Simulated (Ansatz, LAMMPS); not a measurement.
# Molecular dynamics of a frame of liquid Si from 1770 K, run at 300 K (96 atoms)

Aim: follow a frame of liquid Si from 1770 K, run at 300 K (96 atoms) for a short time with forces from DFT, then look at structure and electrons in the last frame.

Program: Ansatz 0.2.0. Level of theory: Kohn-Sham DFT, PBE, PAW (set soft_2), plane waves. Results are calculated unless marked as measured.

## 1. Set-up

The cell holds 96 atoms: 96 Si. Cell: a = 12.032 Å, b = 12.032 Å, c = 12.032 Å, α = 90.0°, β = 90.0°, γ = 90.0°. 96 atoms (96 Si) placed at random at 2.57 g/cm³, melted at 2500 K for 20 ps at fixed volume with the modified Tersoff potential (Kumagai, Izumi, Hara and Sakai, Comput. Mater. Sci. 39, 457 (2007)). Snapshot at the end of a hold of 20 ps at 1770 K and fixed volume.

Before any run, some limits are plain. The network of bonds at the start is that of the classical potential that made the cell. The cell was made at 1770 K but the dynamics is set to 300 K: the trajectory isn't one at 1770 K. Sampling is at Γ alone, for a cell whose shortest periodic width is 12 Å.

## 2. Single point at the start

The forces at the start show how far the geometry lies from a minimum of this functional.

input.yaml

```yaml
crystal:
  lattice:
    - [12.0324, 0.0, 0.0]
    - [0.0, 12.0324, 0.0]
    - [0.0, 0.0, 12.0324]
  atoms:
    - { symbol: Si, position: [0.75065, 0.13959, 0.77112] }
    - { symbol: Si, position: [0.88281, 0.73485, 0.70473] }
    - { symbol: Si, position: [0.82458, 0.13377, 0.56713] }
    - { symbol: Si, position: [0.48465, 0.42494, 0.83454] }
    [... 86 atom lines left out ...]
    - { symbol: Si, position: [0.23059, 0.1008, 0.30201] }
    - { symbol: Si, position: [0.84271, 0.42621, 0.76204] }
    - { symbol: Si, position: [0.05525, 0.60297, 0.66123] }
    - { symbol: Si, position: [0.20904, 0.02984, 0.78681] }
    - { symbol: Si, position: [0.48955, 0.36224, 0.4137] }
    - { symbol: Si, position: [0.29654, 0.28654, 0.68113] }
kpoints:
  mp_grid: { grid: [1, 1, 1] }
hamiltonian:
  xc: pbe
scf:
  occupations: { method: gaussian, width: 0.05 }
output:
  forces: true
```

The run is started by

```bash
ansatz run input.yaml --threads 4 --pin off --max-ram 8192MiB --backend cpu --events-out ev --progress --plain --runs-dir out
```

Elapsed: 22 s, on 4 threads of Arm Neoverse N1, shared host; peak memory 1.7 GiB; 83 s of CPU time.

The run gave:

| Property | Result |
| --- | --- |
| free energy | -60985.4646 eV |
| free energy per atom | -635.2653 eV/atom |
| SCF cycles | 9 |
| r.m.s. force component | 0.7668 eV/Å |
| longest force | 3.416 eV/Å |
| Fermi energy | 7.561 eV |

The r.m.s. force component of 0.77 eV/Å sets the starting point.

Neighbours are counted within 3.02 Å (Si-Si).

Length of the force by element and coordination:

```csv
element,coordination,atoms,mean length of the force (eV/Å),spread,least,most
Si,all,96,1.19,0.591,0.108,3.42
Si,4,12,1.24,0.480,0.338,1.91
Si,5,25,1.23,0.463,0.537,2.21
Si,6,35,1.15,0.622,0.108,2.99
Si,7,13,1.23,0.805,0.396,3.42
Si,8,9,1.01,0.541,0.380,1.97
Si,9,2,1.57,0.201,1.37,1.77
```

## 3. Dynamics started at 300 K

A Langevin thermostat couples each atom to a heat bath, at the price of damped dynamics. The time step is 2.0 fs.

Edit input.yaml of step 2 so:

```diff
@@ -15 +15,8 @@
   forces: true
+md:
+  timestep: 2.0
+  n_steps: 186
+  ensemble: nvt_langevin
+  temperature: 300
+  initial_velocities: maxwell_boltzmann
+  seed: 3681
```

It took 41 min on 4 threads; peak memory 1.9 GiB; 2.7 h of CPU time.

The program notes that it switched symmetry off.

Rows from the run:

```csv
time (fs),T (K),potential (meV/atom)
0.0,297,0.0
24.0,599,-49.5
50.0,513,-56.4
74.0,523,-74.3
100.0,495,-87.1
124.0,401,-93.5
148.0,433,-104.6
174.0,463,-122.9
198.0,401,-125.5
224.0,383,-131.5
248.0,412,-137.0
272.0,426,-142.9
298.0,432,-149.2
322.0,449,-157.3
348.0,386,-161.9
372.0,409,-171.4
```

Mean square displacement from the first frame to the last: Si 0.65 Å².

Table of mean square displacement, Si by time lag:

```csv
time lag (fs),"mean square displacement, Si (Å²)"
2.0,1.6e-4
8.0,0.00246
16.0,0.00940
24.0,0.0198
32.0,0.0323
40.0,0.0456
48.0,0.0589
54.0,0.0685
62.0,0.0808
70.0,0.0927
78.0,0.105
86.0,0.117
94.0,0.130
100.0,0.140
108.0,0.154
116.0,0.168
124.0,0.183
132.0,0.198
140.0,0.213
146.0,0.224
154.0,0.239
162.0,0.254
170.0,0.269
178.0,0.284
186.0,0.299
```

Over the second half of 372 fs the temperature averages 410 K with swings of 26 K r.m.s. The atoms reach a mean square displacement of 0.65 Å² at the end; the farthest move is 1.86 Å. The mean temperature of 410 K lies well off the 300 K of the input, so the thermostat hasn't yet brought the run to equilibrium. The count of bonds goes from 267 in the first frame to 239 in the last, by one set of cutoffs: 70 pairs passed out of them and 42 came within. The run spans 0.37 ps, too short for its means to be equilibrium values.

## 4. Structure statistics late in the run

The g(r) is a mean over the second half; what follows it is taken at the last frame.

Bonds before and after, by the cutoffs listed below:

```csv
pair,bonds before,bonds after,mean before (Å),mean after (Å),spread before (Å),spread after (Å)
Si-Si,267,239,2.560,2.484,0.194,0.162
```

Density 2.57 g/cm³, 18.15 Å³ an atom.

Mean of 15 frames. Pair distribution function in bins of 0.1 Å:

```csv
r (Å),total
2.15,0.01
2.25,0.67
2.35,3.32
2.45,3.47
2.55,1.87
2.65,1.04
2.75,0.74
2.85,0.51
2.95,0.55
3.05,0.55
3.15,0.61
3.25,0.72
3.35,0.88
3.45,1.01
3.55,1.24
3.65,1.37
3.75,1.36
3.85,1.31
3.95,1.28
4.05,1.37
4.15,1.17
4.25,0.97
4.35,0.94
4.45,0.86
4.55,0.79
4.65,0.75
4.75,0.74
4.85,0.75
4.95,0.78
5.05,0.86
5.15,0.99
5.25,0.99
5.35,1.02
5.45,1.11
5.55,1.09
5.65,1.13
5.75,1.22
5.85,1.11
5.95,1.05
```

Bonds by pair of elements; cutoffs follow the first minimum of g(r), held within bounds set by covalent radii, and pairs that aren't listed don't count as bonded:

```csv
pair A-B,cutoff (Å),bonds,mean length (Å),spread (Å),shortest (Å),B about A,A about B
Si-Si,2.93,239,2.48,0.162,2.25,4.98,4.98
```

How many atoms have how many bonded neighbours:

```csv
element,mean,4,5,6,7,9
Si,4.98,34,40,14,7,1
```

Bond length by coordination (bonds to H left out):

```csv
element,coordination,atoms,mean bond length (Å)
Si,4,34,2.41
Si,5,40,2.48
Si,6,14,2.54
Si,7,7,2.61
Si,9,1,2.60
```

The first peak of g(r) lies near 2.4 Å. With the cutoffs above, 42 % of Si atoms have 5 bonded neighbours. Bonds at Si atoms with 4 neighbours average 2.41 Å, against 2.61 Å at those with 7.

## 5. Single point at the last frame

The last frame is solved again with fuller output, to read the electronic structure of a thermally displaced geometry.

input.yaml

```yaml
crystal:
  lattice:
    - [12.0324, 0.0, 0.0]
    - [0.0, 12.0324, 0.0]
    - [0.0, 0.0, 12.0324]
  atoms:
    - { symbol: Si, position: [0.72944, 0.20089, 0.85434] }
    - { symbol: Si, position: [0.89565, 0.80055, 0.73919] }
    - { symbol: Si, position: [0.81245, 0.12336, 0.65484] }
    - { symbol: Si, position: [0.55839, 0.46716, 0.86743] }
    [... 86 atom lines left out ...]
    - { symbol: Si, position: [0.27091, 0.11991, 0.29347] }
    - { symbol: Si, position: [0.85664, 0.51197, 0.6322] }
    - { symbol: Si, position: [0.01104, 0.64674, 0.71002] }
    - { symbol: Si, position: [0.21941, 0.0083, 0.73929] }
    - { symbol: Si, position: [0.42911, 0.35455, 0.38484] }
    - { symbol: Si, position: [0.26882, 0.33162, 0.71189] }
kpoints:
  mp_grid: { grid: [1, 1, 1] }
hamiltonian:
  xc: pbe
scf:
  occupations: { method: gaussian, width: 0.05 }
output:
  forces: true
  stress: true
  populations: true
  dos:
    method: { smearing: { sigma: 0.08 } }
    de: 0.1
    projected: { site_lists: { Si: [Si] } }
  eigenvalues: true
  write_density: true
  write_potential: true
  volumetric_format: npy
  elf: true
```

The job ended after 38 s (4 threads; peak memory 1.7 GiB; 2.4 min of CPU time).

Numbers from this run:

```yaml
free_energy: -61001.9193 eV
free_energy_per_atom: -635.4367 eV/atom
scf_cycles: 9
pressure: 1.364 GPa
r_m_s_force_component: 0.4738 eV/Å
longest_force: 1.609 eV/Å
fermi_energy: 7.598 eV
levels_partly_filled_by_over_2_per_cent: 2
spilling_of_the_projection: 0.01467
```

Neighbours are counted within 2.93 Å (Si-Si), the cutoffs taken from the dynamics.

Length of the force by element and coordination:

```csv
element,coordination,atoms,mean length of the force (eV/Å),spread,least,most
Si,all,96,0.762,0.304,0.0596,1.61
Si,4,34,0.729,0.257,0.234,1.61
Si,5,40,0.793,0.294,0.0596,1.40
Si,6,14,0.751,0.403,0.204,1.53
Si,7,7,0.76,0.343,0.345,1.35
Si,9,1,0.808,0,0.808,0.808
```

The mean of these charges, 0.059 e, is only the charge that the projection spills.

Löwdin charges by element and coordination (they lack the spilled electrons, 0.059 e an atom on average):

```csv
element,coordination,atoms,mean charge (e),spread,least,most
Si,all,96,0.0587,0.0394,-0.0457,0.158
Si,4,34,0.0453,0.0365,-0.0457,0.116
Si,5,40,0.0531,0.0318,-0.0165,0.117
Si,6,14,0.0959,0.0364,0.0173,0.154
Si,7,7,0.0668,0.0331,0.0237,0.117
Si,9,1,0.158,0,0.158,0.158
```

States in the cell by windows of 1 eV, zero at the Fermi level; the larger projections on atomic orbitals stand beside the total:

```csv
from (eV),to (eV),total,Si p,Si s
-14,-13,2.0,0.1,1.9
-13,-12,9.1,2.8,6.2
-12,-11,18.8,6.7,11.9
-11,-10,20.7,8.0,12.6
-10,-9,19.5,7.7,11.7
-9,-8,34.6,14.6,19.7
-8,-7,26.5,13.3,13.1
-7,-6,22.9,13.7,9.0
-6,-5,24.5,16.4,7.8
-5,-4,36.4,28.2,7.9
-4,-3,48.7,41.1,6.9
-3,-2,47.0,40.6,5.4
-2,-1,43.7,37.0,5.5
-1,0,29.3,23.2,4.8
0,1,35.6,24.6,7.9
1,2,49.5,33.3,9.3
2,3,43.2,28.2,6.8
```

The curve was stored every 0.100 eV, coarse against its broadening of 0.08 eV, so these counts are rough.

The levels nearest the highest filled one (over half full), pooled over k-points and spins:

```csv
level less the highest filled one (eV),occupation
-0.500,2
-0.378,2
-0.303,2
-0.254,2
-0.233,2
0,1.69
0.0719,0.309
0.164,0
0.240,0
0.267,0
0.366,0
0.398,0
```

Löwdin charges run from -0.05 to +0.16 e, about a mean that is the spilled charge alone. Within 0.4 eV of the Fermi level the largest share is Si p (79 % of the projected weight).

## 6. Outcome

| Item | Value |
| --- | --- |
| mean temperature, second half | 409.8 K |
| temperature swing, second half | 25.81 K |
| free energy per atom | -635.4367 eV/atom |
| pressure | 1.364 GPa |
| r.m.s. force component | 0.4738 eV/Å |
| wall time of the 3 DFT runs | 42 min |

Over the second half of 372 fs the temperature averages 410 K with swings of 26 K r.m.s. The mean temperature of 410 K lies well off the 300 K of the input, so the thermostat hasn't yet brought the run to equilibrium. The count of bonds goes from 267 in the first frame to 239 in the last, by one set of cutoffs: 70 pairs passed out of them and 42 came within. The run spans 0.37 ps, too short for its means to be equilibrium values. With the cutoffs above, 42 % of Si atoms have 5 bonded neighbours. 2 levels are partly filled, by over 2 % (at Γ alone): no clear gap opens at this level.

Caveats: The network of bonds at the start is that of the classical potential that made the cell; in DFT 70 of its 267 bonded pairs passed out of the cutoffs and 42 came within them. The pressure of a single frame lacks the kinetic term, about 0.31 GPa here.

[Logs are printed without paths, hosts, clocks, repeated set-up lines and the standing remarks that a program may print on its own settings, such as how far it seeks lower states.]

[Hosts, paths, dates, database ids (printed as entryN), source tags and the programs' standing remarks are cut or masked in the printed files.]
